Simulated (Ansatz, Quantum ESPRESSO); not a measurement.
# Thickness dependence of 1T-MgI2, part 4 of 7

Wanted: polarisability and band edges of 1T-MgI2, layer by layer.

Quantum ESPRESSO 7.5; plane-wave DFT, PBEsol, GBRV ultrasoft pseudopotentials; geometry by Ansatz 0.2.0 with PAW datasets.

So far. Step 6 (Electrostatic potential, 1 layer): The slope in the vacuum is 0.100 eV/Å for an applied 0.10 V/Å, as it should be. Step 7 (Bands along a path, 1 layer: no field): Along this path the valence top lies at Γ and the conduction bottom at M.

### 9. Relaxation with Ansatz, 2 layers

Level of this step: plane-wave DFT, PBE-D3(BJ), Ansatz PAW (Ansatz 0.2.0).

System of this step: 1T-MgI2, 2 layers, AA stacking. The cell holds 6 atoms: 4 I and 2 Mg. Cell: a = 4.200 Å, b = 4.200 Å, c = 25.484 Å, α = 90.0°, β = 90.0°, γ = 120.0°. It derives from MgI2. Vacuum lies along c.

The input, input.yaml:

```yaml
crystal:
  lattice:
    - [4.2, 0.0, 0.0]
    - [-2.1, 3.6373066959, 0.0]
    - [0.0, 0.0, 25.4842071718]
  atoms:
    - { symbol: I, position: [0.6666666667, 0.3333333333, 0.3335399035] }
    - { symbol: Mg, position: [0.0, 0.0, 0.3843969611] }
    - { symbol: I, position: [0.3333333333, 0.6666666667, 0.4352540187] }
    - { symbol: I, position: [0.6666666667, 0.3333333333, 0.5647459813] }
    - { symbol: Mg, position: [0.0, 0.0, 0.6156030389] }
    - { symbol: I, position: [0.3333333333, 0.6666666667, 0.6664600965] }
kpoints:
  mp_grid: { grid: [6, 6, 1] }
hamiltonian:
  xc: pbe
  dispersion: d3bj
scf:
  occupations: { method: fermi_dirac, width: 0.05 }
  convergence: { dr2_threshold: 1.0e-08 }
efield:
  axis: 3
  dipole_correction: true
  ramp_position: 0.97
  ramp_width: 0.04
relax:
  f_tol: 0.01
  cell: { fix: [c, alpha, beta] }
output:
  write_potential: true
  write_density: true
  volumetric_format: npy
```

The run is started by

```
$ ansatz run input.yaml --threads 4 --pin off --max-ram 8192MiB --backend cpu --events-out ev --progress --plain --runs-dir out
```

Numbers of over 12 decimals in the logs are rounded to 6 here.

What it wrote:

```text
[...]
Crystal: 6 atoms, lattice volume = 389.314 Å³
Basis set: ecut = 420 eV, 7495 PW (Γ), exchange–correlation on 60×60×360 points (8 copies of the dense FFT grid, shifted against one another)
Bands: 53, of which v1, the nominal top of the filled ones, is band 44 counted from 1 (43 counted from 0)
Symmetry: 6 space group operations
k-points: 7 of 36 (time reversal used)
[...]
SCF iter   1: F=—  HF=-33905.653795 eV  |F-HF|=—  |Δ(HF+E_count)|=         —  Δρ=5.36e-4  dr2=1.89e-3  ethr=1.77e-3  p=0.000 e·Å  D=8.32e-5 V/Å  ΔV_dip=-0.00 eV  dr2_dipole=3.67e-9  V_vac-E_F(+/−)=4.57/4.57 eV  ⟨swp⟩=15.6  Hψ=2171  notcnv=0  defer=3
[...]
SCF iter   8: F=-33905.655766 eV  HF=-33905.655766 eV  |F-HF|=8.29e-9  |Δ(HF+E_count)|=   5.62e-8  Δρ=6.30e-7  dr2=4.56e-9  ethr=1.14e-11  p=-0.000 e·Å  D=-4.68e-7 V/Å  ΔV_dip=0.00 eV  dr2_dipole=1.74e-10  V_vac-E_F(+/−)=4.39/4.39 eV  ⟨swp⟩=8.0  Hψ=2262  notcnv=0
SCF 1 converged in 8 iterations: F = -33905.655766 eV  dr2 = 4.56e-9
[...]
relax step   1: F+E_penalty+E_count = -33905.65576564 eV  Δ(F+E_penalty+E_count) = +0.000e0 eV  max|allowed force component| = 2.320e0 eV/Å  Δτ_max = 0.0000 Å  P = +3.840 GPa  Ω = 389.314 Å³  fix = [c, alpha, beta]  reactions: c +5.014 GPa  (8 SCF iters, accepted)
Crystal: 6 atoms, lattice volume = 396.144 Å³
Basis set: ecut = 420 eV, 7711 PW (Γ), exchange–correlation on 60×60×360 points (8 copies of the dense FFT grid, shifted against one another)
[...]
SCF iter   8: F=-33906.834220 eV  HF=-33906.834220 eV  |F-HF|=3.06e-10  |Δ(HF+E_count)|=   8.17e-8  Δρ=7.14e-7  dr2=1.94e-9  ethr=1.14e-11  p=0.000 e·Å  D=5.36e-6 V/Å  ΔV_dip=-0.00 eV  dr2_dipole=1.37e-11  V_vac-E_F(+/−)=4.45/4.45 eV  ⟨swp⟩=9.9  Hψ=2212  notcnv=0
SCF 2 converged in 8 iterations: F = -33906.834220 eV  dr2 = 1.94e-9
relax step   2: F+E_penalty+E_count = -33906.83421953 eV  Δ(F+E_penalty+E_count) = -1.178e0 eV  max|allowed force component| = 8.313e-1 eV/Å  Δτ_max = 0.1950 Å  P = +1.180 GPa  Ω = 396.144 Å³  energy of the carried Pulay correction = -3.077e-4 eV  fix = [c, alpha, beta]  reactions: c +2.458 GPa  (8 SCF iters, accepted)
Crystal: 6 atoms, lattice volume = 395.438 Å³
[...]
SCF iter   8: F=-33907.052133 eV  HF=-33907.052133 eV  |F-HF|=5.38e-10  |Δ(HF+E_count)|=   3.33e-8  Δρ=4.05e-7  dr2=8.94e-10  ethr=1.14e-11  p=-0.000 e·Å  D=-1.17e-7 V/Å  ΔV_dip=0.00 eV  dr2_dipole=6.73e-12  V_vac-E_F(+/−)=4.53/4.53 eV  ⟨swp⟩=9.0  Hψ=2025  notcnv=0
SCF 3 converged in 8 iterations: F = -33907.052133 eV  dr2 = 8.94e-10
[...]
relax step   3: F+E_penalty+E_count = -33907.05213276 eV  Δ(F+E_penalty+E_count) = -2.179e-1 eV  max|allowed force component| = 3.490e-1 eV/Å  Δτ_max = 0.1940 Å  P = +0.357 GPa  Ω = 395.438 Å³  energy of the carried Pulay correction = -2.762e-4 eV  fix = [c, alpha, beta]  reactions: c +1.324 GPa  (8 SCF iters, accepted)
[...]
relax step   4: F+E_penalty+E_count = -33907.15867894 eV  Δ(F+E_penalty+E_count) = -1.065e-1 eV  max|allowed force component| = 1.427e-1 eV/Å  Δτ_max = 0.2000 Å  P = +0.041 GPa  Ω = 389.302 Å³  energy of the carried Pulay correction = +5.368e-7 eV  fix = [c, alpha, beta]  reactions: c +0.635 GPa  (8 SCF iters, accepted)
[...]
relax step   5: F+E_penalty+E_count = -33907.20385239 eV  Δ(F+E_penalty+E_count) = -4.517e-2 eV  max|allowed force component| = 9.157e-2 eV/Å  Δτ_max = 0.1940 Å  P = -0.103 GPa  Ω = 378.951 Å³  energy of the carried Pulay correction = +4.774e-4 eV  fix = [c, alpha, beta]  reactions: c -0.020 GPa  (8 SCF iters, accepted)
[...]
relax step   6: F+E_penalty+E_count = -33907.21020388 eV  Δ(F+E_penalty+E_count) = -6.351e-3 eV  max|allowed force component| = 3.813e-2 eV/Å  Δτ_max = 0.1057 Å  P = -0.004 GPa  Ω = 377.320 Å³  energy of the carried Pulay correction = +5.537e-4 eV  fix = [c, alpha, beta]  reactions: c +0.036 GPa  (7 SCF iters, accepted)
[...]
relax step   7: F+E_penalty+E_count = -33907.21089356 eV  Δ(F+E_penalty+E_count) = -6.897e-4 eV  max|allowed force component| = 1.982e-3 eV/Å  Δτ_max = 0.0173 Å  P = -0.002 GPa  Ω = 376.165 Å³  energy of the carried Pulay correction = +6.080e-4 eV  fix = [c, alpha, beta]  reactions: c -0.009 GPa  (6 SCF iters, accepted)
[...]
SCF iter   3: F=-33907.210283 eV  HF=-33907.210283 eV  |F-HF|=6.00e-9  |Δ(HF+E_count)|=   4.14e-8  Δρ=2.34e-6  dr2=4.26e-9  ethr=1.14e-11  p=0.000 e·Å  D=4.36e-6 V/Å  ΔV_dip=-0.00 eV  dr2_dipole=6.57e-13  V_vac-E_F(+/−)=4.53/4.53 eV  ⟨swp⟩=13.1  Hψ=2700  notcnv=0
SCF 8 converged in 3 iterations: F = -33907.210283 eV  dr2 = 4.26e-9
relax step   8: F+E_penalty+E_count = -33907.21028317 eV  Δ(F+E_penalty+E_count) = +6.104e-4 eV  max|allowed force component| = 1.987e-3 eV/Å  Δτ_max = 0.0000 Å  P = -0.002 GPa  Ω = 376.165 Å³  fix = [c, alpha, beta]  reactions: c -0.009 GPa  stress off target by 1.55e-3 GPa on what of the cell is left free  SCF on the basis re-selected at this cell (its energy is not comparable with the rows above)  (3 SCF iters)
basis re-selected at this cell: Δ(F+E_penalty+E_count) = +6.104e-4 eV, ΔP = +0.000 GPa vs the last step (what re-selecting the basis moved, of the pressure what is left beyond the Pulay correction that the steps carried, after the strain that the cell walked since its last selection, with what the two solves' SCF thresholds leave and, on support functions, any second-order correction that the steps lacked; it is no m [...]
SCF converged after 3 iterations
Free energy (F): -33907.210283 eV
[...]
Internal energy: -33907.210283 eV  (E = F + TS)
E sigma→0 (E₀):  -33907.210283 eV
Fermi energy:    1.573973 eV
Dipole field:    D = 0.000004 V/Å  (p = 0.000007 e·Å, saw-weighted, corrected)
Work function:   Φ+ = 4.5257 eV   Φ− = 4.5258 eV
[...]
--- Forces (eV/Å), atoms counted from 1 ---
  atom   1  I      0.00000000    -0.00000000    -0.00114447
  atom   2  Mg     0.00000000     0.00000000     0.00198685
  atom   3  I      0.00000000     0.00000000     0.00129960
  atom   4  I      0.00000000    -0.00000000    -0.00130071
  atom   5  Mg     0.00000000    -0.00000000    -0.00198665
  atom   6  I      0.00000000     0.00000000     0.00114556
  max |Σ_I F_I| component: 1.81e-7 eV/Å
--- Stress (GPa, compression-positive) ---
        0.001550       0.000000      -0.000000
       -0.000000       0.001550      -0.000000
       -0.000000      -0.000000      -0.008976
  P = ⅓ Tr σ = -0.0020 GPa (-0.020 kbar)
--- Band table (eV; the first three rows and the last of 7) ---
  k-point 0: bands = [... 40 lower, -0.2763, -0.2763, -0.2277, -0.2277, 3.7262, 4.2132, 4.6885, 4.7243, ... 5 higher]
  k-point 1: bands = [... 40 lower, -0.7908, -0.5068, -0.3864, -0.3054, 4.4594, 4.5979, 5.2533, 5.3956, ... 5 higher]
  k-point 2: bands = [... 40 lower, -0.9556, -0.7284, -0.6582, -0.5447, 3.7541, 3.9370, 5.0643, 5.3766, ... 5 higher]
  k-point 6: bands = [... 40 lower, -1.2511, -1.2511, -0.8976, -0.8976, 3.9207, 4.4021, 5.8335, 5.8335, ... 5 higher]
--- Relaxed structure (7 steps of the walk, 7 accepted, 1 SCFs on fresh bases) ---
[...]
cell:  # Å, volume = 376.1648 Å³
    - [4.128461, 0, 0]
    - [-2.064231, 3.575352, 0]
    - [0, 0, 25.4842071718]
  atoms:
    - { symbol: I, position: [0.666667, 0.333333, 0.299540] }
    - { symbol: Mg, position: [-8.48115165843296e-18, 0, 0.365512] }
    - { symbol: I, position: [0.333333, 0.666667, 0.431359] }
    - { symbol: I, position: [0.666667, 0.333333, 0.568641] }
    - { symbol: Mg, position: [8.48113730225173e-18, 0, 0.634488] }
    - { symbol: I, position: [0.333333, 0.666667, 0.700460] }
```

It took 26 s on 4 threads of Arm Neoverse V1, shared host; peak memory 0.77 GiB.

Relaxation path:

```csv
step,energy less that of the first step (eV),largest force component (eV/Å),pressure (GPa),volume (Å³)
1,0.0000,2.3197,3.84,389.31
2,-1.1785,0.8313,1.18,396.14
3,-1.3964,0.3490,0.36,395.44
4,-1.5029,0.1427,0.04,389.30
5,-1.5481,0.0916,-0.10,378.95
6,-1.5544,0.0381,0.00,377.32
7,-1.5551,0.0020,0.00,376.16
8*,-1.5545,0.0020,0.00,376.16
```

Relaxation steps marked * repeat the geometry before them on a plane-wave basis chosen anew for their cell, so energy and pressure can jump there.

Forces are held to the 6 operations that the run works with; a distortion that breaks them can't arise in this run.

```csv
cell as run,before,after,change
a (Å),4.200,4.128,-1.7 %
b (Å),4.200,4.128,-1.7 %
```

The atoms that moved most (Å, along periodic axes as changes of fractional coordinates times the final cell, across vacuum about the mean position):

```
atom     dx     dy      dz  length
  I6  0.000  0.000   0.866   0.866
  I1  0.000  0.000  -0.866   0.866
 Mg2  0.000  0.000  -0.481   0.481
 Mg5  0.000  0.000   0.481   0.481
  I4  0.000  0.000   0.099   0.099
  I3  0.000  0.000  -0.099   0.099
```

Final coordinates:

```cif
data_structure
_symmetry_space_group_name_H-M 'P 1'
_symmetry_Int_Tables_number 1
_cell_length_a 4.1285
_cell_length_b 4.1285
_cell_length_c 25.4842
_cell_angle_alpha 90.000
_cell_angle_beta 90.000
_cell_angle_gamma 120.000
_cell_volume 376.16
loop_
_atom_site_label
_atom_site_type_symbol
_atom_site_fract_x
_atom_site_fract_y
_atom_site_fract_z
_atom_site_occupancy
I1 I 0.66667 0.33333 0.29954 1
Mg2 Mg 0.00000 0.00000 0.36551 1
I3 I 0.33333 0.66667 0.43136 1
I4 I 0.66667 0.33333 0.56864 1
Mg5 Mg 0.00000 0.00000 0.63449 1
I6 I 0.33333 0.66667 0.70046 1
```

Read from the output:

```
free energy                                                      : -33907.2103 eV
Fermi energy                                                     : 1.574 eV
gap by band count                                                : 3.597 eV
dipole along the normal                                          : 7.42e-6 e·Å
vacuum level at the upper face over a Fermi level inside the gap : 4.526 eV
vacuum level at the lower face over a Fermi level inside the gap : 4.526 eV
```

### 10. SCF with pw.x, 2 layers: no field

Level of this step: plane-wave DFT, PBEsol, GBRV ultrasoft pseudopotentials (Quantum ESPRESSO 7.5).

The input, n2.f0.in:

```
&control
  prefix = 'n2.f0'
  outdir = './out'
  pseudo_dir = './pseudo'
  calculation = 'scf'
  tprnfor = .true.
  tefield = .true.
  dipfield = .true.
/
&system
  ibrav = 0
  nat = 6
  ntyp = 2
  ecutwfc = 40
  ecutrho = 200
  occupations = 'smearing'
  smearing = 'fd'
  degauss = 0.004
  edir = 3
  emaxpos = 0.97
  eopreg = 0.04
  eamp = 0.0
  nbnd = 28
/
&electrons
  conv_thr = 1e-09
  mixing_beta = 0.4
  electron_maxstep = 120
  mixing_mode = 'plain'
/
ATOMIC_SPECIES
  I   126.9045  i_pbesol_v1.uspp.F.UPF
  Mg  24.3050  mg_pbesol_v1.4.uspp.F.UPF
CELL_PARAMETERS angstrom
  4.12846101089382 0.00000000000000 -0.00000000000000
  -2.06423050544691 3.57535211396763 -0.00000000000000
  -0.00000000000000 -0.00000000000000 25.48420717180000
ATOMIC_POSITIONS crystal
  I   0.666666666667 0.333333333333 0.299540297428
  Mg  -0.000000000000 -0.000000000000 0.365512090128
  I   0.333333333333 0.666666666667 0.431359286458
  I   0.666666666667 0.333333333333 0.568640729998
  Mg  0.000000000000 0.000000000000 0.634487877905
  I   0.333333333333 0.666666666667 0.700459718083
K_POINTS automatic
  6 6 1 0 0 0
```

The run is started by

```
$ OMP_NUM_THREADS=1 mpirun -n 4 pw.x -nk 2 -in n2.f0.in > n2.f0.out
```

What it wrote:

```text
[banner, memory and clock lines left out]
Program PWSCF v.7.5 starts
[...]
number of electrons       =        48.00
     number of Kohn-Sham states=           28
     kinetic-energy cutoff     =      40.0000  Ry
     charge density cutoff     =     200.0000  Ry
[...]
number of k points=    20  Fermi-Dirac smearing, width (Ry)=  0.0040
[...]
Dense  grid:   121459 G-vectors     FFT dimensions: (  36,  36, 225)
[...]
negative rho (up, down):  4.807E-04 0.000E+00
[...]
Starting wfcs are   26 randomized atomic wfcs +    2 random wfcs
[...]
negative rho (up, down):  3.051E-04 0.000E+00
[...]
estimated scf accuracy    <       0.13063291 Ry
[...]
negative rho (up, down):  2.046E-04 0.000E+00
[...]
estimated scf accuracy    <       0.02209021 Ry
[...]
negative rho (up, down):  1.477E-04 0.000E+00
[...]
estimated scf accuracy    <       0.00194172 Ry
[...]
negative rho (up, down):  1.178E-04 0.000E+00
[...]
estimated scf accuracy    <       0.00037153 Ry
[...]
negative rho (up, down):  1.029E-04 0.000E+00
[...]
estimated scf accuracy    <       0.00003641 Ry
[...]
negative rho (up, down):  9.477E-05 0.000E+00
[...]
estimated scf accuracy    <       0.00000406 Ry
[...]
negative rho (up, down):  9.038E-05 0.000E+00
[...]
estimated scf accuracy    <       0.00000056 Ry
[...]
negative rho (up, down):  8.794E-05 0.000E+00
[...]
estimated scf accuracy    <       0.00000025 Ry
[...]
negative rho (up, down):  8.655E-05 0.000E+00
[...]
Total length         46.2318 bohr
[...]
estimated scf accuracy    <          5.2E-09 Ry
[...]
negative rho (up, down):  8.459E-05 0.000E+00
[...]
Computed dipole along edir(3) :
        Dipole               -0.0001 Ry au,         -0.0003 Debye
        Dipole field         -0.0000 Ry au,
        Potential amp.        0.0001 Ry
        Total length         46.2318 bohr
[...]
the Fermi energy is     0.3057 ev
!    total energy              =    -511.21504539 Ry
     estimated scf accuracy    <          7.5E-10 Ry
     smearing contrib. (-TS)   =      -0.00000000 Ry
     internal energy E=F+TS    =    -511.21504539 Ry
[...]
one-electron contribution =   -1345.24133404 Ry
     hartree contribution      =     672.52261981 Ry
     xc contribution           =    -224.89562686 Ry
     ewald contribution        =     386.39929569 Ry
     electric field correction =       0.00000000 Ry
     convergence has been achieved in  10 iterations
     negative rho (up, down):  8.459E-05 0.000E+00
[...]
Total force =     0.005272     Total SCF correction =     0.000065
[...]
```

Run time: 34 s. Hardware: 4 MPI ranks; peak memory 0.76 GiB; 2.3 min of CPU time.

This step gave:

* free energy: -6955.4350 eV
* Fermi energy: 0.3057 eV
* dipole along the normal: -6.25e-5 e·Å
* valence top, on the run's zero: -1.201 eV
* conduction bottom, on the run's zero: 2.340 eV
* gap by band count: 3.541 eV

### 11. Electrostatic potential, 2 layers

The input, n2.f0.pot.in:

```
&inputpp
  prefix = 'n2.f0'
  outdir = './out'
  filplot = 'n2.f0.pot.dat'
  plot_num = 11
/
```

The run is started by

```
$ OMP_NUM_THREADS=1 mpirun -n 4 pp.x -in n2.f0.pot.in > n2.f0.pot.out
```

The job ended after 1.2 s (4 MPI ranks; peak memory 0.14 GiB; 4.5 s of CPU time).

Read from the output:

| Item | Value |
| --- | --- |
| slope of the potential above | 2.86e-5 eV/Å |
| upper vacuum line continued to the top atoms, over the valence top | 6.362 eV |
| slope of the potential below | -2.84e-5 eV/Å |
| lower vacuum line continued to the bottom atoms, over the valence top | 6.362 eV |
| vacuum level at the upper face over the valence top of the mesh | 6.363 eV |
| vacuum level at the lower face over the valence top of the mesh | 6.362 eV |

### 12. Ground state, 2 layers: field 0.1 V/Å

n2.f1.in, as its differences from the input of step 10:

```diff
@@ -1,3 +1,3 @@
 &control
-  prefix = 'n2.f0'
+  prefix = 'n2.f1'
   outdir = './out'
@@ -21,3 +21,3 @@
   eopreg = 0.04
-  eamp = 0.0
+  eamp = 0.00194469
   nbnd = 28
@@ -29,2 +29,3 @@
   mixing_mode = 'plain'
+  startingpot = 'file'
 /
```

The run is started by

```
$ cp -r out/n2.f0.save out/n2.f1.save
$ OMP_NUM_THREADS=1 mpirun -n 4 pw.x -nk 2 -in n2.f1.in > n2.f1.out
```

What it wrote:

```text
[banner, memory and clock lines left out]
Program PWSCF v.7.5 starts
[...]
number of electrons       =        48.00
     number of Kohn-Sham states=           28
     kinetic-energy cutoff     =      40.0000  Ry
     charge density cutoff     =     200.0000  Ry
[...]
number of k points=    20  Fermi-Dirac smearing, width (Ry)=  0.0040
[...]
Dense  grid:   121459 G-vectors     FFT dimensions: (  36,  36, 225)
[...]
The initial density is read from file :
[...]
negative rho (up, down):  8.459E-05 0.000E+00
[...]
Starting wfcs are   26 randomized atomic wfcs +    2 random wfcs
[...]
negative rho (up, down):  8.434E-05 0.000E+00
[...]
estimated scf accuracy    <       0.00643057 Ry
[...]
negative rho (up, down):  8.439E-05 0.000E+00
[...]
estimated scf accuracy    <       0.00722542 Ry
[...]
negative rho (up, down):  8.440E-05 0.000E+00
[...]
estimated scf accuracy    <       0.00000536 Ry
[...]
negative rho (up, down):  8.443E-05 0.000E+00
[...]
estimated scf accuracy    <       0.00000237 Ry
[...]
negative rho (up, down):  8.448E-05 0.000E+00
[...]
estimated scf accuracy    <       0.00000033 Ry
[...]
negative rho (up, down):  8.449E-05 0.000E+00
[...]
estimated scf accuracy    <       0.00000012 Ry
[...]
negative rho (up, down):  8.450E-05 0.000E+00
[...]
estimated scf accuracy    <       0.00000002 Ry
[...]
negative rho (up, down):  8.450E-05 0.000E+00
[...]
estimated scf accuracy    <          1.9E-09 Ry
[...]
negative rho (up, down):  8.450E-05 0.000E+00
[...]
Computed dipole along edir(3) :
        Dipole                0.1604 Ry au,          0.4078 Debye
        Dipole field          0.0008 Ry au,
        E field amplitude [Ha a.u.]:  1.9447E-03
        Potential amp.        0.1064 Ry
        Total length         46.2318 bohr
[...]
the Fermi energy is     0.2989 ev
!    total energy              =    -511.21535718 Ry
     estimated scf accuracy    <          2.5E-10 Ry
     smearing contrib. (-TS)   =      -0.00000000 Ry
     internal energy E=F+TS    =    -511.21535718 Ry
[...]
one-electron contribution =   -1345.24038293 Ry
     hartree contribution      =     672.52177309 Ry
     xc contribution           =    -224.89554648 Ry
     ewald contribution        =     386.39929569 Ry
     electric field correction =      -0.00049656 Ry
     convergence has been achieved in   9 iterations
     negative rho (up, down):  8.450E-05 0.000E+00
[...]
Total force =     0.005895     Total SCF correction =     0.000052
[...]
```

Wall time 34 s (4 MPI ranks); peak memory 0.51 GiB.

This step gave:

```
free energy                          : -6955.4393 eV
Fermi energy                         : 0.2989 eV
dipole along the normal              : 0.08490 e·Å
valence top, on the run's zero       : -1.120 eV
conduction bottom, on the run's zero : 2.297 eV
gap by band count                    : 3.417 eV
```

### 13. Potential by pp.x, 2 layers

The input, n2.f1.pot.in:

```
&inputpp
  prefix = 'n2.f1'
  outdir = './out'
  filplot = 'n2.f1.pot.dat'
  plot_num = 11
/
```

The run is started by

```
$ OMP_NUM_THREADS=1 mpirun -n 4 pp.x -in n2.f1.pot.in > n2.f1.pot.out
```

Run time: 1.2 s. Hardware: 4 MPI ranks; peak memory 0.14 GiB.

Read from the output:

* slope of the potential above: 0.1000 eV/Å
* upper vacuum line continued to the top atoms, over the valence top: 6.287 eV
* slope of the potential below: 0.09996 eV/Å
* lower vacuum line continued to the bottom atoms, over the valence top: 6.306 eV

The slope in the vacuum is 0.100 eV/Å for an applied 0.10 V/Å, as it should be.

(Part 4 of 7 ends here.)

[Logs are printed without paths, hosts, clocks, repeated set-up lines and the standing remarks that a program may print on its own settings, such as how far it seeks lower states.]

[Hosts, paths, dates, database ids (printed as entryN), source tags and the programs' standing remarks are cut or masked in the printed files.]

[Maps of the electrostatic potential energy from Ansatz leave out the sawtooth potential of an applied field or a dipole correction, so their vacuum need not be flat; planar profiles and work functions include it.]
